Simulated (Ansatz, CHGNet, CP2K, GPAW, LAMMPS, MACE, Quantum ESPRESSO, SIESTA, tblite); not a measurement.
**GPAW runs on amorphous 32Ga2O3-68GeO2 (mol %) (69 atoms)**

Aim: run amorphous 32Ga2O3-68GeO2 (mol %) (69 atoms) in GPAW and see how near its forces come to a plane-wave reference, and at what cost.

Program: GPAW 26.7.0. Level of theory: the method is named at each step. Values are calculated unless marked as measured.

## Step 1: The starting structure

The cell holds 69 atoms: 12 Ga, 13 Ge and 44 O. Its edges and angles: a = 9.780 Å, b = 9.780 Å, c = 9.780 Å, α = 90.0°, β = 90.0°, γ = 90.0°. 69 atoms (12 Fe, 13 Ge, 44 O) placed at random at 4.19 g/cm³, melted at 5000 K for 10 ps at fixed volume with the Morse and Coulomb pair potential with partial charges (Pedone, Malavasi, Menziani, Cormack and Segre, J. Phys. Chem. B 110, 11780 (2006)). Quenched from 5000 K to 300 K at 20 K/ps and fixed volume, held 5 ps, then minimised at fixed cell. Then Fe was replaced by Ga and the cell scaled by 1.006 (the potential has no terms for the new elements, so the cell is a start for a DFT relaxation).

The yardstick, on the same geometry:

```
method                                           : Kohn-Sham DFT, PBE, PAW, plane waves (Ansatz 0.2.0); cutoff 420 eV, Γ point, fermi-dirac smearing of 0.05 eV; PAW set soft_2
r.m.s. force component                           : 1.004 eV/Å
longest force                                    : 3.22 eV/Å
pressure                                         : 1.063 GPa
gap (highest filled to lowest empty level) : 1.122 eV
SCF cycles                                       : 10
time                                             : 18 s on 4 threads of Arm Neoverse V1, shared host
CPU time                                         : 61 s
```

## Step 2: PBE, LCAO dzp, h 0.18 Å

Method: Kohn-Sham DFT, PBE, PAW, atomic orbitals (dzp).

Contents of run.py:

```python
import numpy as np
from ase.io import read
from gpaw import GPAW, FermiDirac

atoms = read("structure.xyz")
atoms.calc = GPAW(
    mode="lcao",
    basis="dzp",
    h=0.18,
    xc="PBE",
    kpts={"size": (1, 1, 1), "gamma": True},
    occupations=FermiDirac(0.05),
    maxiter=200,
    symmetry={"point_group": False},
    txt="gpaw.txt",
)
energy = atoms.get_potential_energy(force_consistent=True)
forces = atoms.get_forces()
print(f"energy {energy:.6f} eV")
print("forces (eV/A)")
for i, (a, f) in enumerate(zip(atoms, forces)):
    print(f"{i:4d} {a.symbol:2s} {f[0]:10.5f} {f[1]:10.5f} {f[2]:10.5f}")
print(f"Fermi level {atoms.calc.get_fermi_level():.4f} eV")
for k in range(len(atoms.calc.get_ibz_k_points())):
    for s in range(atoms.calc.get_number_of_spins()):
        e = atoms.calc.get_eigenvalues(kpt=k, spin=s)
        n = np.searchsorted(e, atoms.calc.get_fermi_level())
        print(f"k {k} spin {s} levels about the Fermi level:", np.round(e[max(n - 6, 0):n], 4).tolist(), "|", np.round(e[n:n + 6], 4).tolist())
```

Contents of structure.xyz:

```xyz
69
Lattice="9.77983 0.00000 0.00000 0.00000 9.77983 0.00000 0.00000 0.00000 9.77983" Properties=species:S:1:pos:R:3 pbc="T T T"
Ga 7.30720 2.88016 9.58032
Ga 1.60868 1.31861 9.52438
Ga 8.32889 5.25128 7.32695
Ga 7.19414 1.42893 6.58720
Ga 5.57890 4.68825 1.61631
Ga 6.25792 1.48164 2.57943
Ga 7.27482 8.17154 7.98464
Ga 9.26707 2.60026 2.37660
Ga 3.80641 3.33854 3.66284
Ga 7.80098 9.76389 4.19829
Ga 8.41946 0.25349 0.39491
Ga 0.08127 3.12915 8.23159
Ge 9.16351 5.69411 1.11148
Ge 1.51284 8.34904 0.97818
Ge 1.98863 3.72709 1.19920
Ge 3.03273 0.36449 3.47331
Ge 0.84234 0.71471 6.00129
Ge 6.14154 5.06028 4.96033
Ge 0.77456 4.37970 5.04678
Ge 5.27651 4.87837 8.04538
Ge 3.91545 7.56529 8.49408
Ge 6.69811 7.57614 1.76438
Ge 5.08013 8.21711 5.40766
Ge 9.70179 7.49663 5.54937
Ge 5.08082 0.72107 9.09035
O 7.72920 6.11934 1.96780
O 6.44530 8.97534 2.74432
O 7.87012 3.11556 7.69037
O 7.73272 5.10947 5.49900
O 4.09423 9.17417 4.42283
O 6.25449 1.20664 0.52449
O 8.40733 0.87422 2.40711
O 6.52999 8.95441 6.06369
O 0.97436 8.77231 6.06750
O 5.55533 1.54629 7.68509
O 7.87071 0.24890 8.26278
O 1.70883 3.39644 9.33358
O 6.52559 6.16892 7.94895
O 0.46043 4.44219 1.67969
O 3.52387 4.12552 1.79401
O 8.93006 0.90053 5.65763
O 3.47693 1.05016 9.53485
O 8.81133 7.19453 7.04226
O 7.24558 3.26509 1.78844
O 9.62599 3.30754 4.07838
O 5.61607 6.70603 4.75887
O 3.96954 5.84413 8.54698
O 4.11330 7.83844 6.79992
O 2.40916 3.98411 4.61491
O 4.21139 1.60331 2.94529
O 0.34278 4.26156 6.74945
O 2.62657 8.03892 9.48878
O 0.48635 7.00402 1.14678
O 1.93954 1.05202 4.67339
O 2.28476 9.09974 2.32134
O 0.53173 9.60653 0.29926
[... 9 atom lines left out ...]
O 5.34067 6.60491 1.37896
O 1.01339 1.46101 7.56196
O 8.77026 8.19354 4.29696
O 8.77662 5.00297 9.32409
```

Command:

```bash
> OMP_NUM_THREADS=1 python run.py > output.txt
```

Standard output:

```text
energy -384.081265 eV
forces (eV/A)
   0 Ga   -0.20870   -0.08474   -0.13473
   1 Ga    1.28235    0.42816    0.27259
   2 Ga   -1.14450    0.96655    0.04609
   3 Ga   -0.09068   -0.57378    1.13639
   4 Ga    0.79086    1.08513   -0.66365
   5 Ga    0.73838   -0.22298   -0.64662
   6 Ga   -0.51593    0.04177   -0.37499
   7 Ga    0.91468    0.29897   -0.34967
   8 Ga   -1.33958    0.16103   -0.06701
   9 Ga    0.24734   -0.69343    0.33615
  10 Ga   -1.09955   -0.41975   -0.22476
  11 Ga   -0.46643   -0.31419    0.08428
  12 Ge   -0.65145    0.59434   -1.48818
  13 Ge    0.26818   -0.59874    0.44255
  14 Ge   -0.39447    0.10888    0.49773
  15 Ge   -0.66447   -0.13823    0.73093
  16 Ge   -0.10995   -1.09486   -0.53877
  17 Ge    0.28696    1.88808    2.48611
  18 Ge   -0.26905   -0.57301   -0.79503
  19 Ge    1.80860    1.53230   -1.63407
  20 Ge    1.90447    0.95185   -0.81760
  21 Ge    0.80807    0.60900   -0.02730
  22 Ge    0.91416   -0.46031    1.20626
  23 Ge   -1.20111    1.02873    0.40841
[...]
61 O     0.54717   -0.63956    0.73440
  62 O     1.52017    0.30630   -1.60243
  63 O     0.14448   -0.30205    0.21810
  64 O    -2.10100   -2.72601   -0.53482
  65 O    -2.82404   -1.97005   -0.43446
  66 O     0.59798    1.38612    2.37457
  67 O    -0.92103   -0.11278   -2.55862
  68 O    -0.17149   -1.28409   -1.97233
Fermi level 3.4391 eV
k 0 spin 0 levels about the Fermi level: [2.5997, 2.6243, 2.6526, 2.8257, 2.8761, 2.9507] | [3.9139, 5.6889, 6.1689, 6.2711, 6.4712, 6.5094]
```

gpaw.txt:

```text
Input parameters:
  mode=LCAO(),
  basis={'default': 'dzp'},
  h=0.18,
  kpts=MonkhorstPack(size=(1, 1, 1), gamma=True),
  maxiter=200,
  occupations=Occupations(name='fermi-dirac', width=0.05, fixmagmom=False),
  symmetry=Symmetry(point_group=False),
  xc=XC(name='PBE')
Unit cell  # Å
| periodic |        x |        y |        z |  lengths |    angles |
|----------|----------|----------|----------|----------|-----------|
|      yes | 9.779830 | 0.000000 | 0.000000 | 9.779830 | 90.000000 |
|      yes | 0.000000 | 9.779830 | 0.000000 | 9.779830 | 90.000000 |
|      yes | 0.000000 | 0.000000 | 9.779830 | 9.779830 | 90.000000 |
Number of symmetries: 1
Symmetry operations  # r_c * U_cc + t_c -> r_c
|   | kind |            matrix            |
|---|------|------------------------------|
| 0 |  E   |  1, 0, 0,  0, 1, 0,  0, 0, 1 |
BZ-sampling:
  Number of BZ points: 1
  Number of IBZ points: 1
  Monkhorst-Pack size: [1, 1, 1]
  Monkhorst-Pack shift: [0, 0, 0]
[... lines left out ...]
eigensolver:
density mixing:
  MSR1-Mixer
occupation numbers:
  Fermi-Dirac:
    width: 0.0500  # eV
FastPoissonSolver using
    Stencil: 6*3+1=19 point O(h^6) finite-difference Laplacian
xc functional:
  name: PBE with 2 nearest neighbor stencil
interpolation: tri-quintic # 5. degree polynomial
Initialization done in: 10.140 s
convergence criteria:
- Maximum [total energy] change in last 3 cyles: 0.0005 eV / valence electron
- Maximum integral of absolute [dens]ity change: 0.0001 electrons / valence electron
- Maximum integral of absolute [eigenst]ate change: 4e-08 eV^2 / valence electron
maximum number of iterations: 200
SCF iterations
|iter     |      energy | eigst |  dens |
|---------|-------------|-------|-------|
|iter:   1| -435.927181 |      c|       |
|iter:   2| -423.037798 |      c| -0.74 |
|iter:   3| -384.887585 |      c| -0.79 |
|iter:   4| -384.261113 |      c| -1.41 |
|iter:   5| -384.177604 |      c| -1.70 |
|iter:   6| -384.083308 |      c| -2.25 |
|iter:   7| -384.081989c|      c| -2.84 |
|iter:   8| -384.081235c|      c| -3.14 |
|iter:   9| -384.081193c|      c| -3.64 |
|iter:  10| -384.081183c|      c| -4.09c|
Converged in 10 steps
SCF loop duration: 111.693 s (11.169 s/step)
Energy contributions relative to reference atoms: (reference = -1466682.851680)
Energy contributions:
  Kinetic:        1119.236828
  Coulomb:        -986.037837
  Zero:             11.752651
  External:          0.000000
  Xc:             -529.032743
  Entropy:          -0.000163
  Spinorbit:         0.000000
  ----------------------------
  Free energy:    -384.081265
  Extrapolated:   -384.081183
dipole moment: (6.648067, -19.459042, 27.308051)  # |e|*Ang
Fermi level: 3.439
Eigenvalues  # (at kpt = [0.000, 0.000, 0.000])
| band index |      eig [eV] | occ [0-2] |
|------------|---------------|-----------|
|          0 |       -17.321 |     2.000 |
|        ... |               |           |
|        168 |         2.469 |     2.000 |
|        169 |         2.556 |     2.000 |
[...]
|        183 |         7.071 |     0.000 |
|        ... |               |           |
|        215 |        11.074 |     0.000 |
Gap: 0.963 eV
Transition (v -> c):
  (s=0, k=0, n=175, [0.00, 0.00, 0.00]) -> (s=0, k=0, n=176, [0.00, 0.00, 0.00])
No difference between direct/indirect transitions
Force computation time: 27.618  # s
timing:  # [seconds]
  Total:  149.482  # ━━━━━━━━━━━━━━━━━━━━━━━━━━━━━━━━━━━━━━━━━━━━━━━━━━━━━━━━
  Init:    10.139  # ━━━━
  SCF:    111.693  # ━━━━━━━━━━━━━━━━━━━━━━━━━━━━━━━━━━━━━━━━━━
  Forces:  27.618  # ━━━━━━━━━━╸
```

Elapsed: 2.5 min, on 1 thread of Arm Neoverse V1, shared host; peak memory 1.4 GiB.

Banners and routine set-up lines are dropped from the logs; longer cuts are marked.

Numbers from this run, and their distance from the reference:

```
r.m.s. force component                           : 1.28 eV/Å
r.m.s. difference of force components            : 416.9 meV/Å
longest difference of force vectors              : 1394 meV/Å
force difference over r.m.s. force               : 41.55 %
slope of forces against the reference's          : 1.228
correlation of force components                  : 0.9622
gap (highest filled to lowest empty level) : 0.9632 eV
gap difference                                   : -0.1591 eV
```

This run lies far from the reference at the same functional. Basis and potentials both differ; the latter hold 352 valence electrons against the reference's 602.

Length of the force difference by element (eV/Å):

```csv
element,atoms,mean,most
Ga,12,0.40,0.72
Ge,13,0.38,0.68
O,44,0.80,1.4
```

Levels nearest the highest filled one (eV from it): -0.35, -0.33, -0.30, -0.12, -0.07, 0.00, 0.96, 2.74, 3.22, 3.32, 3.52, 3.56.

A closer look about Ga5, which has 5 bonded neighbours where the commonest count for Ga is 6: 10 atoms, nearest first, numbered in the order of the input, with positions taken from that point.

```csv
atom,x,y,z,distance (Å),bonds,Fx,Fy,Fz (eV/Å)
Ga5,0.00,0.00,0.00,0.00,5,0.79,1.09,-0.66
O66,-0.24,1.92,-0.24,1.95,2,-2.82,-1.97,-0.43
O59,-0.10,-0.44,1.98,2.03,3,-0.80,-1.55,-2.38
O58,0.20,-0.66,-1.93,2.05,3,-0.58,-1.29,2.45
O40,-2.06,-0.56,0.18,2.14,3,3.61,1.28,1.37
O44,1.67,-1.42,0.17,2.20,4,-1.23,0.25,0.33
O26,2.15,1.43,0.35,2.61,2,-0.39,-1.73,2.27
Ga9,-1.77,-1.35,2.05,3.03,4,-1.34,0.16,-0.07
Ga1,1.73,-1.81,-1.82,3.09,5,-0.21,-0.08,-0.13
Ge22,1.12,2.89,0.15,3.10,4,0.81,0.61,-0.03
```

Atoms are counted from 1 here, from 0 in the log.

Forces lie 42 % from the reference's, at 2.5 times its CPU time (on 1 against 4 cores).

## Step 3: PBE, LCAO dzp, h 0.18 Å, other mixer settings

Method: Kohn-Sham DFT, PBE, PAW, atomic orbitals (dzp).

run.py, as its differences from that of step 2:

```diff
@@ -2,3 +2,3 @@
 from ase.io import read
-from gpaw import GPAW, FermiDirac
+from gpaw import GPAW, FermiDirac, Mixer
 
@@ -12,2 +12,3 @@
     occupations=FermiDirac(0.05),
+    mixer=Mixer(0.1, 5, 50),
     maxiter=200,
```

structure.xyz is that of step 2.

Standard output:

```text
energy -384.081264 eV
forces (eV/A)
   0 Ga   -0.20892   -0.08475   -0.13532
   1 Ga    1.28239    0.42783    0.27140
   2 Ga   -1.14485    0.96651    0.04699
   3 Ga   -0.09066   -0.57350    1.13536
   4 Ga    0.79064    1.08503   -0.66378
   5 Ga    0.73816   -0.22316   -0.64605
   6 Ga   -0.51557    0.04089   -0.37556
   7 Ga    0.91378    0.29926   -0.34812
   8 Ga   -1.33934    0.16092   -0.06579
   9 Ga    0.24771   -0.69375    0.33578
  10 Ga   -1.09916   -0.42005   -0.22534
  11 Ga   -0.46596   -0.31371    0.08369
  12 Ge   -0.65145    0.59615   -1.48732
  13 Ge    0.26819   -0.59934    0.44283
  14 Ge   -0.39252    0.10977    0.49818
  15 Ge   -0.66513   -0.13913    0.73019
  16 Ge   -0.10865   -1.09427   -0.53852
  17 Ge    0.28698    1.88818    2.48499
  18 Ge   -0.26839   -0.57218   -0.79482
  19 Ge    1.80773    1.53018   -1.63478
  20 Ge    1.90187    0.95160   -0.81748
  21 Ge    0.80733    0.60871   -0.02647
  22 Ge    0.91292   -0.46018    1.20492
  23 Ge   -1.19989    1.02799    0.40796
[...]
61 O     0.54770   -0.63817    0.73499
  62 O     1.52390    0.30769   -1.60781
  63 O     0.14183   -0.29880    0.21730
  64 O    -2.10345   -2.72939   -0.53527
  65 O    -2.82995   -1.96996   -0.43676
  66 O     0.59924    1.38600    2.37671
  67 O    -0.92275   -0.11443   -2.56211
  68 O    -0.17371   -1.28435   -1.97348
Fermi level 3.4391 eV
k 0 spin 0 levels about the Fermi level: [2.5996, 2.6243, 2.6527, 2.8257, 2.8761, 2.9508] | [3.9138, 5.6888, 6.1689, 6.271, 6.4711, 6.5094]
```

gpaw.txt:

```text
Input parameters:
  mode=LCAO(),
  basis={'default': 'dzp'},
  h=0.18,
  kpts=MonkhorstPack(size=(1, 1, 1), gamma=True),
  maxiter=200,
  mixer=Pulay(name='pulay', nmaxold=5, beta=0.1, weight=50, sigma=0.015, g_ss=None),
  occupations=Occupations(name='fermi-dirac', width=0.05, fixmagmom=False),
  symmetry=Symmetry(point_group=False),
  xc=XC(name='PBE')
Unit cell  # Å
[... lines left out ...]
  Fermi-Dirac:
[... lines left out ...]
convergence criteria:
- Maximum [total energy] change in last 3 cyles: 0.0005 eV / valence electron
[... lines left out ...]
Converged in 14 steps
[... lines left out ...]
  Free energy:    -384.081264
  Extrapolated:   -384.081182
dipole moment: (6.646909, -19.459066, 27.306681)  # |e|*Ang
Fermi level: 3.439
Eigenvalues  # (at kpt = [0.000, 0.000, 0.000])
| band index |      eig [eV] | occ [0-2] |
|------------|---------------|-----------|
|          0 |       -17.321 |     2.000 |
|        ... |               |           |
|        168 |         2.469 |     2.000 |
|        169 |         2.556 |     2.000 |
[...]
|        183 |         7.071 |     0.000 |
|        ... |               |           |
|        215 |        11.074 |     0.000 |
Gap: 0.963 eV
Transition (v -> c):
  (s=0, k=0, n=175, [0.00, 0.00, 0.00]) -> (s=0, k=0, n=176, [0.00, 0.00, 0.00])
No difference between direct/indirect transitions
Force computation time: 26.442  # s
timing:  # [seconds]
  Total:  193.101  # ━━━━━━━━━━━━━━━━━━━━━━━━━━━━━━━━━━━━━━━━━━━━━━━━━━━━━━━━
  Init:    10.263  # ━━━
  SCF:    156.368  # ━━━━━━━━━━━━━━━━━━━━━━━━━━━━━━━━━━━━━━━━━━━━━╸
  Forces:  26.442  # ━━━━━━━╸
```

It took 3.2 min on 1 thread; peak memory 1.3 GiB.

Compared with the plane-wave run:

* r.m.s. force component: 1.281 eV/Å
* r.m.s. difference of force components: 418.2 meV/Å
* longest difference of force vectors: 1397 meV/Å
* force difference over r.m.s. force: 41.67 %
* slope of forces against the reference's: 1.228
* correlation of force components: 0.962
* gap (highest filled to lowest empty level): 0.963 eV
* gap difference: -0.1593 eV
* energy less the same-level run's: 0 meV/atom
* r.m.s. force difference from the same-level run: 1.78 meV/Å

This run lies far from the reference at the same functional. Basis and potentials both differ; the latter hold 352 valence electrons against the reference's 602.

Against the first run (42 %), the force difference from the reference is 42 %, at 1.3 times the CPU time (14 SCF steps against 10): another solver or mixer reaches the same state.

(Part 1 of 2 ends here.)

[Long decimals in the printed logs are rounded to 6 places.]

[Also dropped from logs without a mark: lines with file paths, logging warnings of Python, QE's lines on negative density and diagonalisation, SIESTA's first energy breakdown, zero terms and Voronoi charges.]

[Logs are printed without paths, hosts, clocks, repeated set-up lines and the standing remarks that a program may print on its own settings, such as how far it seeks lower states.]

[Hosts, paths, dates, database ids (printed as entryN), source tags and the programs' standing remarks are cut or masked in the printed files.]

[Most failed runs of this program on this cell are left out, timed-out ones always.]
